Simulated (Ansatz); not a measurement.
# Work function of Nb(110): what the settings cost and change, part 2 of 2

How far do functional and pseudopotentials move the work function of Nb(110), and at what cost?

Ansatz 0.2.0; plane-wave DFT, PBE, Ansatz PAW (the session's first sound run).

So far, work function, upper face (eV): step 2 (run, setting PBE, Ansatz PAW (420 eV)) 4.54; step 4 (PBEsol) 4.64; step 5 (RPBE) 4.41; step 6 (r2SCAN) 4.62; step 7 (PBE JTH) 4.54.

## Step 8: Run

This step: plane-wave DFT, PBE, norm-conserving (Ansatz 0.2.0).

Input file input.yaml:

```yaml
crystal:
  lattice:
    - [2.3334523779, -1.65, 0.0]
    - [2.3334523779, 1.65, 0.0]
    - [0.0, 0.0, 32.0007142675]
  atoms:
    - { symbol: Nb, position: [0.0, 0.0, 0.2812437224] }
    - { symbol: Nb, position: [0.5, 0.5, 0.3541624816] }
    - { symbol: Nb, position: [0.0, 0.0, 0.4270812408] }
    - { symbol: Nb, position: [0.5, 0.5, 0.5] }
    - { symbol: Nb, position: [0.0, 0.0, 0.5729187592] }
    - { symbol: Nb, position: [0.5, 0.5, 0.6458375184] }
    - { symbol: Nb, position: [0.0, 0.0, 0.7187562776] }
kpoints:
  mp_grid: { grid: [15, 15, 1] }
hamiltonian:
  xc: pbe
  pseudopotentials: { kind: nc }
scf:
  occupations: { method: fermi_dirac, width: 0.1 }
  convergence: { dr2_threshold: 1.0e-09 }
efield:
  axis: 3
  dipole_correction: true
  ramp_position: 0.97
  ramp_width: 0.06
output:
  write_potential: true
  write_density: true
  volumetric_format: npy
```

Run with:

```sh
ansatz run input.yaml --threads 2 --pin off --max-ram 3072MiB --backend cpu --events-out ev --progress --plain --runs-dir out
```

Numbers of over 12 decimals in the logs are rounded to 6 here.

Output:

```text
[...]
Crystal: 7 atoms, lattice volume = 246.418 Å³
Basis set: ecut = 1115.666836 eV, 20775 PW (Γ)
Bands: 55, of which v1, the nominal top of the filled ones, is band 46 counted from 1 (45 counted from 0)
Symmetry: 4 space group operations
k-points: 64 of 225
[...]
k-point 0: bands = [... 42 lower, 7.0483, 7.1584, 7.2688, 7.3610, 7.4312, 7.6144, 7.6207, 8.0568, ... 5 higher]
  k-point 1: bands = [... 42 lower, 7.0057, 7.0450, 7.1892, 7.3156, 7.4293, 7.4843, 7.6589, 8.1046, ... 5 higher]
  k-point 2: bands = [... 42 lower, 6.7575, 6.8759, 7.0383, 7.1197, 7.1530, 7.5759, 7.7840, 7.8091, ... 5 higher]
  k-point 63: bands = [... 42 lower, 6.7355, 7.6656, 7.7540, 8.5781, 9.0335, 9.1801, 9.4324, 9.5717, ... 5 higher]
[key lines of the parts left out:]
SCF converged after 9 iterations
Free energy (F): -12641.426868 eV
Fermi energy:    7.130014 eV
Dipole field:    D = -0.000002 V/Å  (p = -0.000002 e·Å, saw-weighted, corrected)
Work function:   Φ+ = 4.5424 eV   Φ− = 4.5423 eV
```

Elapsed: 8.9 min, on 2 threads of Arm Neoverse N1, shared host; peak memory 2.1 GiB.

The work function is 4.542 eV, +0.001 eV from the run “PBE, Ansatz PAW (420 eV)”, at 4.0 times its CPU time.

## Step 9: Slab

This step: plane-wave DFT, LDA, norm-conserving (Ansatz 0.2.0).

Changes to input.yaml since step 8:

```diff
@@ -16,3 +16,3 @@
 hamiltonian:
-  xc: pbe
+  xc: lda
   pseudopotentials: { kind: nc }
```

Output:

```text
[...]
Crystal: 7 atoms, lattice volume = 246.418 Å³
Basis set: ecut = 1115.666836 eV, 20775 PW (Γ)
Bands: 55, of which v1, the nominal top of the filled ones, is band 46 counted from 1 (45 counted from 0)
Symmetry: 4 space group operations
k-points: 64 of 225
[...]
k-point 0: bands = [... 42 lower, 6.7654, 6.8902, 6.9880, 7.0760, 7.1462, 7.3360, 7.3640, 7.7756, ... 5 higher]
  k-point 1: bands = [... 42 lower, 6.7351, 6.7630, 6.9073, 7.0310, 7.1760, 7.1999, 7.3751, 7.8655, ... 5 higher]
  k-point 2: bands = [... 42 lower, 6.4797, 6.5938, 6.7802, 6.8363, 6.8733, 7.3282, 7.5033, 7.5269, ... 5 higher]
  k-point 63: bands = [... 42 lower, 6.4614, 7.3925, 7.4917, 8.3007, 8.7436, 8.9130, 9.1545, 9.2811, ... 5 higher]
[key lines of the parts left out:]
SCF converged after 11 iterations
Free energy (F): -11873.305343 eV
Fermi energy:    6.862965 eV
Dipole field:    D = -0.000000 V/Å  (p = -0.000000 e·Å, saw-weighted, corrected)
Work function:   Φ+ = 4.7918 eV   Φ− = 4.7918 eV
```

Elapsed: 8.8 min, on 2 threads; peak memory 2.1 GiB.

The work function is 4.792 eV, +0.250 eV from the run “PBE, Ansatz PAW (420 eV)”, at 4.0 times its CPU time.

## Step 10: Slab, setting PBE, all layers relaxed

This step: plane-wave DFT, PBE, Ansatz PAW (Ansatz 0.2.0).

Changes to input.yaml since step 9:

```diff
@@ -16,4 +16,3 @@
 hamiltonian:
-  xc: lda
-  pseudopotentials: { kind: nc }
+  xc: pbe
 scf:
@@ -26,2 +25,5 @@
   ramp_width: 0.06
+relax:
+  f_tol: 0.01
+  max_steps: 40
 output:
```

Output:

```text
[...]
Crystal: 7 atoms, lattice volume = 246.418 Å³
Basis set: ecut = 420 eV, 4833 PW (Γ), exchange–correlation on 40×40×432 points (8 copies of the dense FFT grid, shifted against one another)
Bands: 55, of which v1, the nominal top of the filled ones, is band 46 counted from 1 (45 counted from 0)
Symmetry: 4 space group operations
k-points: 64 of 225
[...]
atoms:
    - { symbol: Nb, position: [-8.054202516037491e-19, 8.054202516037491e-19, 0.282740] }
    - { symbol: Nb, position: [0.5, 0.5, 0.352886] }
    - { symbol: Nb, position: [1.5350021559489402e-19, -1.5350021559489402e-19, 0.426796] }
    - { symbol: Nb, position: [0.5, 0.5, 0.500000] }
[...]
- { symbol: Nb, position: [0.5, 0.5, 0.647114] }
    - { symbol: Nb, position: [8.054204080787987e-19, -8.054204080787987e-19, 0.717260] }
[key lines of the parts left out:]
SCF converged after 9 iterations
Free energy (F): -31864.156704 eV
Fermi energy:    7.041428 eV
Dipole field:    D = 0.000000 V/Å  (p = 0.000000 e·Å, saw-weighted, corrected)
Work function:   Φ+ = 4.4951 eV   Φ− = 4.4951 eV
```

Run time: 4.6 min. Hardware: 2 threads; peak memory 0.85 GiB; 8.7 min of CPU time.

The relaxation took 3 steps and lowered the energy by 0.032 eV; the largest force on the free atoms ends at 0.0081 eV/Å.

The work function is 4.495 eV, -0.047 eV from the run “PBE, Ansatz PAW (420 eV)”, at 2.1 times its CPU time.

## Step 11: Slab

This step: plane-wave DFT, PBE, fully relativistic PAW with spin-orbit coupling (Ansatz 0.2.0).

Changes to input.yaml since step 10:

```diff
@@ -17,2 +17,3 @@
   xc: pbe
+  pseudopotentials: { kind: paw_fr }
 scf:
@@ -25,5 +26,5 @@
   ramp_width: 0.06
-relax:
-  f_tol: 0.01
-  max_steps: 40
+magnetization:
+  noncollinear: true
+  spin_orbit: true
 output:
```

Output:

```text
[...]
non-collinear run that drives no moment, with spin-orbit: no starting moment large enough to seed its density (crystal.atoms[].spin), no starting occupations that ask for one, no magnetisation constraint and no magnetic field, so the semilocal B_xc is pinned to zero
Crystal: 7 atoms, lattice volume = 246.418 Å³
[...]
k-point 1: bands = [... 87 lower, 6.9339, 7.0813, 7.0813, 7.2006, 7.2006, 7.3177, 7.3177, 7.3708, ... 15 higher]
  k-point 2: bands = [... 87 lower, 6.7672, 6.9281, 6.9281, 7.0058, 7.0058, 7.0484, 7.0484, 7.4627, ... 15 higher]
  k-point 63: bands = [... 87 lower, 7.5551, 7.6449, 7.6449, 8.4702, 8.4702, 8.9269, 8.9269, 9.0697, ... 15 higher]
[key lines of the parts left out:]
SCF converged after 14 iterations
Magnetization: |M| = 0.0000 μB,  M = (+0.0000, +0.0000, +0.0000) μB
Free energy (F): -31871.124746 eV
Fermi energy:    7.020619 eV
Dipole field:    D = -0.000000 V/Å  (p = -0.000000 e·Å, saw-weighted, corrected)
Work function:   Φ+ = 4.5418 eV   Φ− = 4.5418 eV
```

Wall time 19 min (2 threads); peak memory 2.7 GiB.

The work function is 4.542 eV, +0.000 eV from the run “PBE, Ansatz PAW (420 eV)”, at 9.1 times its CPU time.

## Step 12: The series together

Times are for 2 threads of Arm Neoverse N1, shared host. The series side by side:

| no. | setting | work function, upper face (eV) | time | memory (GiB) |
| --- | --- | --- | --- | --- |
| 1 | PBE, Ansatz PAW (420 eV) | 4.542 | 2.3 min | 1.1 |
| 2 | LDA, Ansatz PAW (420 eV) | 4.789 | 2.3 min | 1.0 |
| 3 | PBEsol, Ansatz PAW (420 eV) | 4.640 | 2.2 min | 1.0 |
| 4 | RPBE, Ansatz PAW (420 eV) | 4.409 | 2.3 min | 1.1 |
| 5 | r2SCAN, Ansatz PAW (500 eV) | 4.622 | 4.2 min | 1.7 |
| 6 | PBE, JTH PAW (1170 eV) | 4.543 | 11 min | 2.7 |
| 7 | PBE, norm-conserving (1116 eV) | 4.542 | 8.9 min | 2.1 |
| 8 | LDA, norm-conserving (1116 eV) | 4.792 | 8.8 min | 2.1 |
| 9 | PBE, all layers relaxed | 4.495 | 4.6 min | 0.85 |
| 10 | PBE with spin-orbit coupling (420 eV) | 4.542 | 19 min | 2.7 |

## Step 13: A changed input

This step: plane-wave DFT, PBE, Ansatz PAW (Ansatz 0.2.0).

An input spoilt on purpose, to show how the run answers: it repeats the earlier run “PBE, Ansatz PAW (420 eV)” with efield.axis from 3 to 1, and scf.max_iter set to 80; its output block differs too.

Changes to input.yaml since step 11:

```diff
@@ -17,3 +17,2 @@
   xc: pbe
-  pseudopotentials: { kind: paw_fr }
 scf:
@@ -21,4 +20,5 @@
   convergence: { dr2_threshold: 1.0e-09 }
+  max_iter: 80
 efield:
-  axis: 3
+  axis: 1
   dipole_correction: true
@@ -26,5 +26,2 @@
   ramp_width: 0.06
-magnetization:
-  noncollinear: true
-  spin_orbit: true
 output:
```

Output:

```text
Engine: ansatz 0.2.0, aarch64-unknown-linux-gnu
Pseudopotentials: kind: paw
Pseudopotential: Nb, paw, valence charge 13, recommended cutoff 420 eV (normal), Nb.paw.azcp
Functional definition: PBE
  parameter kappa = 0.804
  parameter beta = 0.066725
  exchange = pbe_x(kappa = kappa, mu = beta*pi^2/3)
  correlation = pbe_c(beta = beta)
Crystal: 7 atoms, lattice volume = 246.418 Å³
Basis set: ecut = 420 eV, 4833 PW (Γ)
Bands: 55, of which v1, the nominal top of the filled ones, is band 46 counted from 1 (45 counted from 0)
Symmetry: 2 space group operations
k-points: 113 of 225 (time reversal used)
Non-local potential: Nb, projectors of the file, l = 0: 3, l = 1: 2, l = 2: 2, l = 3: 1
PAW form: soft (Blöchl's): semilocal exchange-correlation on the pseudo side does not see the compensation charge
PAW one-centre angular grid: Nb, 590 points (default); XC on 64 Gauss nodes
Initial density: superposition of atomic densities (neutral atoms: chi_scale 0, normalization atom), corrected by the library's trained network
Initial wavefunctions: pseudopotential atomic-orbital guess
Functional: x = pbe(κ = 0.804, μ = 0.219515), c = pbe(β = 0.066725)
Error: efield: ion 0 (Nb) at fractional coordinate 0.0000 along the field axis lies inside the sawtooth ramp with 2 of the planes that the density is read on at each end, [0.8700, 0.1300] — the ramp must sit in vacuum (an ion there feels the fictitious reversed slope); set or move the ramp (efield.ramp_position / ramp_width) or move the geometry
```

Elapsed: 0.85 s, on 2 threads; peak memory 0.7 GiB.

The input was rejected at the start.

The program's message: “Error: efield: ion 0 (Nb) at fractional coordinate 0.0000 along the field axis lies inside the sawtooth ramp with 2 of the planes that the density is read on at each end, [0.8700, 0.1300] — the ramp m …”

The fault put into the input: the field along an axis without vacuum.

## Step 14: What came out

- work function, PBE, Ansatz PAW (420 eV): 4.542 eV
- work function, LDA, Ansatz PAW (420 eV): 4.789 eV
- work function, RPBE, Ansatz PAW (420 eV): 4.409 eV
- work function, r2SCAN, Ansatz PAW (500 eV): 4.622 eV
- work function, LDA, norm-conserving (1116 eV): 4.792 eV
- work function, PBE, all layers relaxed: 4.495 eV
- work function, PBE with spin-orbit coupling (420 eV): 4.542 eV

What this shows: PBE on the default files gives 4.54 eV, and the settings tried spread the value from 4.41 to 4.79 eV. At one geometry LDA lies 0.25 eV above PBE. The choice of pseudopotentials moves the PBE value by 0.001 eV. Relaxing the layers changes it by -0.047 eV. Spin-orbit coupling, on the fully relativistic files, changes it by +0.00 eV. The ladder's slabs use the tabulated experimental lattice constant (two decimals; a low-temperature value for the alkali metals).

Calculation against experiment:

| quantity | measured | PBE, Ansatz PAW (420 eV) | RPBE, Ansatz PAW (420 eV) | r2SCAN, Ansatz PAW (500 eV) | LDA, norm-conserving (1116 eV) | PBE, all layers relaxed | PBE with spin-orbit coupling (420 eV) |
| --- | --- | --- | --- | --- | --- | --- | --- |
| work function (clean (110) face, a compiled value) (eV) | 4.63 | 4.54 (-0.09 eV) | 4.41 (-0.22 eV) | 4.62 (-0.01 eV) | 4.79 (+0.16 eV) | 4.50 (-0.13 eV) | 4.54 (-0.09 eV) |

Of 8 levels, the nearest, the farthest and some others are shown.

Measured values from arxiv:1902.07811 (2019).

**Verdict.** For the work function, of the levels listed nearest comes r2SCAN, Ansatz PAW (500 eV) (-0.01 eV, good agreement) and farthest RPBE, Ansatz PAW (420 eV) (-0.22 eV, fair agreement). The grades are ours: good and fair within 3 and 7 % for the work function.

[Logs are printed without paths, hosts, clocks, repeated set-up lines and the standing remarks that a program may print on its own settings, such as how far it seeks lower states.]

[Hosts, paths, dates, database ids (printed as entryN), source tags and the programs' standing remarks are cut or masked in the printed files.]

[Maps of the electrostatic potential energy from Ansatz leave out the sawtooth potential of an applied field or a dipole correction, so their vacuum need not be flat; planar profiles and work functions include it.]
